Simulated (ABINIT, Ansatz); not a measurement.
Computed results, one entry a study.

```cif
data_crf6
_symmetry_space_group_name_H-M 'R-3:H'
_symmetry_Int_Tables_number 148
_cell_length_a 4.8048
_cell_length_b 4.8048
_cell_length_c 13.1076
_cell_angle_alpha 90.000
_cell_angle_beta 90.000
_cell_angle_gamma 120.000
_cell_volume 262.06
loop_
_atom_site_label
_atom_site_type_symbol
_atom_site_symmetry_multiplicity
_atom_site_Wyckoff_symbol
_atom_site_fract_x
_atom_site_fract_y
_atom_site_fract_z
_atom_site_occupancy
Cr1 Cr 3 a 0.00000 0.00000 0.00000 1
F1 F 18 f 0.96414 0.62545 0.25685 1
_calc_subject 'How the form of the self-energy moves the gap of CrF6 (R-3)'
_calc_method 'RPA screening on PBEsol, plane waves, norm-conserving pseudopotentials (and 4 further levels or steps)'
_calc_program 'ABINIT 10.8.3'
_calc_settings 'cutoff 43 Ha, PseudoDojo scalar-relativistic 0.4.1 standard, norm-conserving, ngkpt (2, 2, 2), nband 85, ecuteps 4.2 Ha, gwcalctyp 2, nfreqre 16, nfreqim 8, inclvkb 2, freqremax 40 eV, spmeth 1, nomegasf 120, shiftk (0, 0, 0), symchi 1, awtr 1, frequency cd, 2×2×2 k-mesh'
_calc_cost '9 runs, 3.9 min in all on 4 MPI ranks of Arm Neoverse N1, shared host'
_calc_notes 'The program’s warnings: Min real frequency set to default [Ha] =. The cell and positions are those that the Materials Project relaxed with its own functionals (PBE, PBE+U or r2SCAN), kept fixed. Limits: no spin polarisation; d states lean on the start. Static COHSEX lies above G0W0: it lacks the factor Z and overstates the Coulomb hole of the filled states. The 2×2×2 mesh is coarse for this cell, which bears on the long-range parts of exchange and screening. The runs have no spin polarisation. For a closed low-spin shell that is the natural state; where a d or f shell is open it is a constraint, and the gap is then not the crystal’s own.'
_calc_g0w0_godby_needs_plasmon_pole '4.892 eV'
_calc_g0w0_engel_farid_plasmon_pole '5.214 eV'
_calc_g0w0_von_der_linden_horsch_plasmon_pole '5.491 eV'
_calc_one_shot_cohsex '5.581 eV'
_calc_one_shot_hartree_fock '14.991 eV'
_calc_g0w0_contour_deformation '4.603 eV'
_calc_known_limits 'short of the basis limit; no spin polarisation; d states lean on the start; coarse k mesh'
```

[Long decimals in the printed logs are rounded to 6 places.]

[Logs are printed without paths, hosts, clocks, repeated set-up lines and the standing remarks that a program may print on its own settings, such as how far it seeks lower states.]

[Paths, hosts, dates, memory and timing lines, banners, echoed tables and standing remarks are left out of the program output; an Ansatz launch command may be rebuilt from the run's recorded settings. Measured values are a selection of at most five: reports struck by readers or far from the other reports are left out. None is set beside runs whose start may be inverted or whose files or cutoffs have a known fault.]

[Runs of the session that timed out or met a known fault of the program may be left out.]

[Hosts, paths, dates, database ids (printed as entryN), source tags and the programs' standing remarks are cut or masked in the printed files.]

[G0W0 gaps are taken among the corrected bands and points alone; a level outside them can change the order at an edge.]

[Where Ansatz stands beside ABINIT at settings called matched, ABINIT's density can come from a denser mesh and the files from another edition; pairs whose starting gaps differed by over 0.03 eV were left out, so agreement reads better than it is.]
